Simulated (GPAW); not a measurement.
# Quasiparticle gap of WS2 (P6_3/mmc) in GPAW

How does a plane-wave GW calculation on WS2 (P6_3/mmc) run from the first input to the gap?

Program: GPAW 26.7.0. Level of theory: LDA and many-body steps on it, plane waves. Results are calculated unless marked as measured.

Report form: the programs' logs are mostly left out.

## (1) Starting point

Symmetry: P6_3/mmc, No. 194, hexagonal system. Conventional cell: a = 3.153 Å, b = 3.153 Å, c = 12.323 Å, α = 90.00°, β = 90.00°, γ = 120.00°. Nearest to W lie 6 S at 2.40 Å. Nearest to S lie 3 W at 2.40 Å. Farther neighbours and most contacts between anions are not listed.

Structure file:

```cif
data_structure
_symmetry_space_group_name_H-M 'P6_3/mmc'
_symmetry_Int_Tables_number 194
_cell_length_a 3.1532
_cell_length_b 3.1532
_cell_length_c 12.3230
_cell_angle_alpha 90.000
_cell_angle_beta 90.000
_cell_angle_gamma 120.000
_cell_volume 106.11
loop_
_atom_site_label
_atom_site_type_symbol
_atom_site_symmetry_multiplicity
_atom_site_Wyckoff_symbol
_atom_site_fract_x
_atom_site_fract_y
_atom_site_fract_z
_atom_site_occupancy
W1 W 2 c 0.33333 0.66667 0.25000 1
S1 S 4 f 0.33333 0.66667 0.62250 1
```

The cell and positions come from the Crystallography Open Database and are kept as given unless a step says otherwise. Spin-orbit coupling is left out unless a step names it.

## (2) Ground state

This step: GPAW 26.7.0; DFT, LDA, plane waves, PAW.

The ground-state density comes first.

Contents of run.py:

```python
import json
import numpy as np
from gpaw.mpi import world
from ase import Atoms
from gpaw import GPAW, PW, FermiDirac

atoms = Atoms(['W', 'W', 'S', 'S', 'S', 'S'],
    cell=[[3.1532000000, 0.0000000000, 0.0000000000],
      [-1.5766000000, 2.7307513032, 0.0000000000],
      [0.0000000000, 0.0000000000, 12.3230000000]],
    scaled_positions=[[0.3333333333, 0.6666666667, 0.2500000000],
      [0.6666666667, 0.3333333333, 0.7500000000],
      [0.3333333333, 0.6666666667, 0.6225000000],
      [0.6666666667, 0.3333333333, 0.1225000000],
      [0.3333333333, 0.6666666667, 0.8775000000],
      [0.6666666667, 0.3333333333, 0.3775000000]],
    pbc=(True, True, True))
calc = GPAW(mode=PW(450),
    xc='LDA',
    kpts={'size': (9, 9, 2), 'gamma': True},
    occupations=FermiDirac(0.001),
    nbands=-9,
    convergence={'density': 1e-6, 'bands': -3},
    maxiter=100,
    txt='gs.txt')
atoms.calc = calc
res = {'energy': atoms.get_potential_energy()}
kpts = calc.get_ibz_k_points()
res['kpts'] = kpts
res['eigenvalues'] = [calc.get_eigenvalues(kpt=k) for k in range(len(kpts))]
res['n_electrons'] = calc.get_number_of_electrons()
calc.write('gs.gpw')

if world.rank == 0:
    with open('result.json', 'w') as f:
        json.dump(res, f, default=lambda x: x.tolist())
```

Command:

```console
mpirun -n 8 gpaw python run.py
```

It took 9 s on 8 MPI ranks of Arm Neoverse V2, shared host; peak memory 1.4 GiB.

Numbers from this step:

```
total energy               : -49.87 eV
gap                        : 1.008 eV
k of the valence top       : 0, 0, 0
k of the conduction bottom : 0.3333, -0.1111, 0
least direct gap           : 1.817 eV
```

The gap is indirect, with the least direct gap 0.81 eV higher.

## (3) Bands along the symmetry lines

The cheap functional maps the bands first; the places of the edges decide which points the dearer methods must see.

Contents of run.py:

```python
import json
import numpy as np
from gpaw.mpi import world
from gpaw import GPAW

path = [[0.000000, 0.000000, 0.000000],
    [0.062500, 0.000000, 0.000000],
    [0.125000, 0.000000, 0.000000],
    [0.187500, 0.000000, 0.000000],
    [0.250000, 0.000000, 0.000000],
    [0.312500, 0.000000, 0.000000],
    [0.375000, 0.000000, 0.000000],
    [0.437500, 0.000000, 0.000000],
    [0.500000, 0.000000, 0.000000],
    [0.479167, 0.041667, 0.000000],
    [0.458333, 0.083333, 0.000000],
    [0.437500, 0.125000, 0.000000],
    [0.416667, 0.166667, 0.000000],
    [0.395833, 0.208333, 0.000000],
    [0.375000, 0.250000, 0.000000],
    [0.354167, 0.291667, 0.000000],
    [0.333333, 0.333333, 0.000000],
    [0.291667, 0.291667, 0.000000],
    [0.250000, 0.250000, 0.000000],
    [0.208333, 0.208333, 0.000000],
    [0.166667, 0.166667, 0.000000],
    [0.125000, 0.125000, 0.000000],
    [0.083333, 0.083333, 0.000000],
    [0.041667, 0.041667, 0.000000],
    [0.000000, 0.000000, 0.000000],
    [0.000000, 0.000000, 0.062500],
    [0.000000, 0.000000, 0.125000],
    [0.000000, 0.000000, 0.187500],
    [0.000000, 0.000000, 0.250000],
    [0.000000, 0.000000, 0.312500],
    [0.000000, 0.000000, 0.375000],
    [0.000000, 0.000000, 0.437500],
    [0.000000, 0.000000, 0.500000],
    [0.062500, 0.000000, 0.500000],
    [0.125000, 0.000000, 0.500000],
    [0.187500, 0.000000, 0.500000],
    [0.250000, 0.000000, 0.500000],
    [0.312500, 0.000000, 0.500000],
    [0.375000, 0.000000, 0.500000],
    [0.437500, 0.000000, 0.500000],
    [0.500000, 0.000000, 0.500000],
    [0.479167, 0.041667, 0.500000],
    [0.458333, 0.083333, 0.500000],
    [0.437500, 0.125000, 0.500000],
    [0.416667, 0.166667, 0.500000],
    [0.395833, 0.208333, 0.500000],
    [0.375000, 0.250000, 0.500000],
    [0.354167, 0.291667, 0.500000],
    [0.333333, 0.333333, 0.500000],
    [0.291667, 0.291667, 0.500000],
    [0.250000, 0.250000, 0.500000],
    [0.208333, 0.208333, 0.500000],
    [0.166667, 0.166667, 0.500000],
    [0.125000, 0.125000, 0.500000],
    [0.083333, 0.083333, 0.500000],
    [0.041667, 0.041667, 0.500000],
    [0.000000, 0.000000, 0.500000],
    [0.500000, 0.000000, 0.500000],
    [0.500000, 0.000000, 0.437500],
    [0.500000, 0.000000, 0.375000],
    [0.500000, 0.000000, 0.312500],
    [0.500000, 0.000000, 0.250000],
    [0.500000, 0.000000, 0.187500],
    [0.500000, 0.000000, 0.125000],
    [0.500000, 0.000000, 0.062500],
    [0.500000, -0.000000, 0.000000],
    [0.333333, 0.333333, 0.500000],
    [0.333333, 0.333333, 0.437500],
    [0.333333, 0.333333, 0.375000],
    [0.333333, 0.333333, 0.312500],
    [0.333333, 0.333333, 0.250000],
    [0.333333, 0.333333, 0.187500],
    [0.333333, 0.333333, 0.125000],
    [0.333333, 0.333333, 0.062500],
    [0.333333, 0.333333, 0.000000]]
calc = GPAW('gs.gpw').fixed_density(kpts=path,
    symmetry='off',
    nbands=36,
    convergence={'bands': 32},
    txt='bands.txt')
res = {}
kpts = calc.get_ibz_k_points()
res['kpts'] = kpts
res['eigenvalues'] = [calc.get_eigenvalues(kpt=k) for k in range(len(kpts))]
res['n_electrons'] = calc.get_number_of_electrons()

if world.rank == 0:
    with open('result.json', 'w') as f:
        json.dump(res, f, default=lambda x: x.tolist())
```

Command:

```console
mpirun -n 8 gpaw python run.py
```

Run time: 16 s. Hardware: 8 MPI ranks; peak memory 1.6 GiB; 2 min of CPU time.

This step gave:

```yaml
gap: 0.9008 eV
k_of_the_valence_top: 0, 0, 0
k_of_the_conduction_bottom: 0.1667, 0.1667, 0
least_direct_gap: 1.817 eV
```

The gap is 0.901 eV, −0.107 eV from the run before at this level.

Electronic bands along the path, in eV, zero at the top of the highest filled band:

```
    point  band 23  band 24  band 25  band 26  band 27  band 28  band 29  band 30
        Γ    -2.19    -1.47    -1.28     0.00     2.29     2.29     2.30     2.30
  halfway    -2.56    -1.83    -1.65    -1.50     1.28     1.82     2.05     2.27
        M    -1.94    -1.73    -1.70    -1.52     2.26     2.31     2.52     2.85
  halfway    -2.98    -2.57    -1.24    -0.97     1.90     2.01     2.59     2.83
        K    -2.89    -2.89    -0.78    -0.56     1.25     1.25     1.93     3.23
  halfway    -2.07    -1.80    -1.55    -1.53     0.90     1.80     2.02     2.10
        Γ    -2.19    -1.47    -1.28     0.00     2.29     2.29     2.30     2.30
  halfway    -2.19    -2.13    -0.75    -0.08     2.29     2.29     2.29     2.29
        A    -2.21    -2.21    -0.32    -0.32     2.28     2.28     2.28     2.28
  halfway    -2.33    -2.33    -1.52    -1.52     1.71     1.71     1.93     1.93
        L    -1.83    -1.83    -1.60    -1.60     2.28     2.28     2.72     2.72
  halfway    -2.85    -2.85    -1.09    -1.09     1.96     1.96     2.78     2.78
        H    -3.07    -3.07    -0.68    -0.68     1.25     1.25     2.49     2.49
  halfway    -2.00    -2.00    -1.53    -1.53     1.32     1.32     2.16     2.16
        A    -2.21    -2.21    -0.32    -0.32     2.28     2.28     2.28     2.28
jump to L    -1.83    -1.83    -1.60    -1.60     2.28     2.28     2.72     2.72
  halfway    -1.91    -1.76    -1.66    -1.54     2.27     2.30     2.59     2.82
        M    -1.94    -1.73    -1.70    -1.52     2.26     2.31     2.52     2.85
jump to H    -3.07    -3.07    -0.68    -0.68     1.25     1.25     2.49     2.49
  halfway    -2.97    -2.97    -0.75    -0.60     1.25     1.25     2.09     2.97
        K    -2.89    -2.89    -0.78    -0.56     1.25     1.25     1.93     3.23
```

## (4) Empty states on the mesh, 6×6×2 mesh, 151 bands

The sums over transitions need many empty states on a uniform mesh; this step solves for them.

Contents of run.py:

```python
import json
import numpy as np
from gpaw.mpi import world
from gpaw import GPAW

calc = GPAW('gs.gpw').fixed_density(kpts={'size': (6, 6, 2), 'gamma': True},
    nbands=176,
    convergence={'bands': 151},
    update_fermi_level=True,
    txt='nscf.txt')
calc.write('full.gpw', mode='all')
res = {}
kpts = calc.get_ibz_k_points()
res['kpts'] = kpts
res['eigenvalues'] = [calc.get_eigenvalues(kpt=k) for k in range(len(kpts))]
res['n_electrons'] = calc.get_number_of_electrons()

if world.rank == 0:
    with open('result.json', 'w') as f:
        json.dump(res, f, default=lambda x: x.tolist())
```

Command:

```console
mpirun -n 8 gpaw python run.py
```

Run time: 27 s. Hardware: 8 MPI ranks; peak memory 1.7 GiB; 3.4 min of CPU time.

Numbers from this step:

```yaml
gap: 0.9008 eV
k_of_the_valence_top: 0, 0, 0
k_of_the_conduction_bottom: 0.3333, -0.1667, 0
least_direct_gap: 1.817 eV
k_points_computed: 14
lowest_point_of_the_top_converged_band_above_the_valence_top: 53.1014 eV
```

On this mesh the gap is 0.901 eV.

## (5) Screening and self-energy, 6×6×2 mesh, 141 bands, screening to 70 eV

Now the one-shot GW correction: screening in the RPA, then the self-energy of the levels asked for.

This step: G0W0 on LDA, plane waves, PAW.

Contents of run.py:

```python
import json
import numpy as np
from gpaw.mpi import world
from gpaw.response.g0w0 import G0W0

gw = G0W0('full.gpw',
    filename='gw',
    kpts=[0, 4, 8],
    bands=(24, 28),
    ecut=70,
    nbands=141,
    integrate_gamma='WS',
    ppa=True)
gw.calculate()
res = {mode: {k: v for k, v in r.items() if k != 'sigma_eskwn'}
       for mode, r in gw.all_results.items()}

if world.rank == 0:
    with open('result.json', 'w') as f:
        json.dump(res, f, default=lambda x: x.tolist())
```

Command:

```console
mpirun -n 8 gpaw python run.py
```

Wall time 76 s (8 MPI ranks); peak memory 2.9 GiB; 9.3 min of CPU time.

This step gave:

```yaml
g0w0_gap_on_the_points_computed: 1.274 eV
least_direct_g0w0_gap_on_the_computed_points: 2.438 eV
z_at_the_valence_top: 0.7939
z_at_the_conduction_bottom: 0.8018
starting_gap_on_the_mesh: 0.9008 eV
k_of_the_valence_top: 0, 0, 0
k_of_the_conduction_bottom: 0.3333, -0.1667, 0
```

The gap on the mesh goes from 0.90 eV to 1.27 eV, a correction of +0.37 eV. The start differs from the 1.01 eV found before because the two sample other k points.

Limits: finite bands, cutoff and mesh; no spin-orbit coupling; coarse k mesh. v1 is the top filled band, c1 the lowest empty one. The levels before and after the correction (eV, zero at the valence-band top of each column):

```
           conduction bottom  valence top
Kohn-Sham               0.90         0.00
     G0W0               1.27         0.00
```

```csv
,level,energy (eV)
Kohn-Sham,Γ v2,-1.280
Kohn-Sham,Γ v1,0.000
Kohn-Sham,Γ c1-c2,2.288
Kohn-Sham,(0.333 -0.167 0) v2,-1.551
Kohn-Sham,(0.333 -0.167 0) v1,-1.528
Kohn-Sham,(0.333 -0.167 0) c1,0.901
Kohn-Sham,(0.333 -0.167 0) c2,1.796
G0W0,Γ v2,-1.427
G0W0,Γ v1,0.000
G0W0,Γ c1-c2,2.849
G0W0,(0.333 -0.167 0) v2,-1.658
G0W0,(0.333 -0.167 0) v1,-1.617
G0W0,(0.333 -0.167 0) c1,1.274
G0W0,(0.333 -0.167 0) c2,2.336
```

## (6) Where the time went

Times are wall times on 8 MPI ranks of Arm Neoverse V2, shared host, good to a factor of about two.

| step | time | share | memory (GiB) |
| --- | --- | --- | --- |
| ground state | 9 s | 7 % | 1.4 |
| bands along the symmetry lines | 16 s | 12 % | 1.6 |
| empty states on the mesh | 27 s | 21 % | 1.7 |
| screening and self-energy | 76 s | 59 % | 2.9 |

## (7) Outcome

| Property | Result |
| --- | --- |
| LDA gap | 0.90 eV, indirect |
| G0W0 gap on the mesh | 1.27 eV |
| GW settings | 6×6×2 mesh, 141 bands, screening to 70 eV, Godby-Needs plasmon pole |
| known limits | not at the basis limit; no spin-orbit coupling; coarse k mesh |

G0W0 moves the gap on the mesh from 0.90 eV to 1.27 eV (+0.37 eV), with Z of 0.79 and 0.80 at the edges. Only 3 of the mesh's irreducible points were corrected, so a valley elsewhere could overtake. The dearest step here is «screening and self-energy». Bands and cutoff are finite, so the gap is not at the basis limit. The miss can reach some tenths of an eV and take either sign; the mesh is an error of its own. These stock PAW sets were not made for GW; the filled d or f shell of W lies in the frozen core, which bears on start and correction. In the G0W0 run levels were corrected at 3 k points alone, so a gap called «on the mesh» is the least over those, and an edge elsewhere would be missed. The 6×6×2 mesh is coarse for this cell, which bears on the long-range parts of exchange and screening. The many-body steps are scalar-relativistic: spin-orbit coupling is not in them.

[Paths, hosts, dates, memory and timing lines, banners, echoed tables and standing remarks are left out of the program output.]

[Logs are printed without paths, hosts, clocks, repeated set-up lines and the standing remarks that a program may print on its own settings, such as how far it seeks lower states.]

[Runs of the session that timed out or met a known fault of the program may be left out.]

[Hosts, paths, dates, database ids (printed as entryN), source tags and the programs' standing remarks are cut or masked in the printed files.]
